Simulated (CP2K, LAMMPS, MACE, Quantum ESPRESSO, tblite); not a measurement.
# Bulk modulus two ways: glassy 84SiO2-16BaO (mol %) (71 atoms), MACE MP-0b3 medium

The cell holds 71 atoms (21 Si, 4 Ba and 46 O). Recipe: 71 atoms (21 Si, 4 Ba, 46 O) placed at random at 2.83 g/cm³, melted at 4000 K for 10 ps at fixed volume with the Morse and Coulomb pair potential with partial charges (Pedone, Malavasi, Menziani, Cormack and Segre, J. Phys. Chem. B 110, 11780 (2006)). Quenched from 4000 K to 300 K at 200 K/ps and fixed volume, held 10 ps at zero pressure, then minimised at fixed cell. Then the atoms were relaxed with MACE MP-0b3 medium in the fixed cell.

Calculated with MACE MP-0b3 medium: MACE MP-0b3 medium, trained on PBE(+U) plane-wave data, no dispersion term. The cell is scaled evenly by ±3 % in volume, and MACE MP-0b3 medium relaxes the atoms at each volume before the single point.

```
volume (Å³/atom)  energy less the middle row's (meV/atom)  pressure (GPa)
          14.509                                    0.634           1.073
          14.958                                    0.000          -0.550
          15.407                                    3.544          -2.022
```

Task: Find the bulk modulus at the middle volume from the pressures and from the energies, and check the printed pressure against the slope of the energy (1 meV/Å³ = 0.16022 GPa).

Worked:

The step is h = 0.4487 Å³. From pressures: B = −V dP/dV = 14.958 × (1.073 − (-2.022)) / (2 × 0.4487) = 51.6 GPa.

From energies: B = V d²E/dV² = 14.958 × (0.634 + (3.544)) / 0.4487² = 310.4 meV/Å³ = 49.7 GPa.

Slope: P = −dE/dV = −(3.544 − (0.634)) / (2 × 0.4487) = -3.24 meV/Å³ = -0.52 GPa, against -0.55 GPa printed.

The two moduli agree within 4 %.

A central difference over ±3 % overstates P by about B(1 + B′)(0.03)²/6, some 0.04 GPa for B′ = 4.

Limits: three points, a static cell at zero temperature, the cell shape held; the modulus is that at -0.5 GPa, not at zero pressure.

[Logs are printed without paths, hosts, clocks, repeated set-up lines and the standing remarks that a program may print on its own settings, such as how far it seeks lower states.]

[Hosts, paths, dates, database ids (printed as entryN), source tags and the programs' standing remarks are cut or masked in the printed files.]
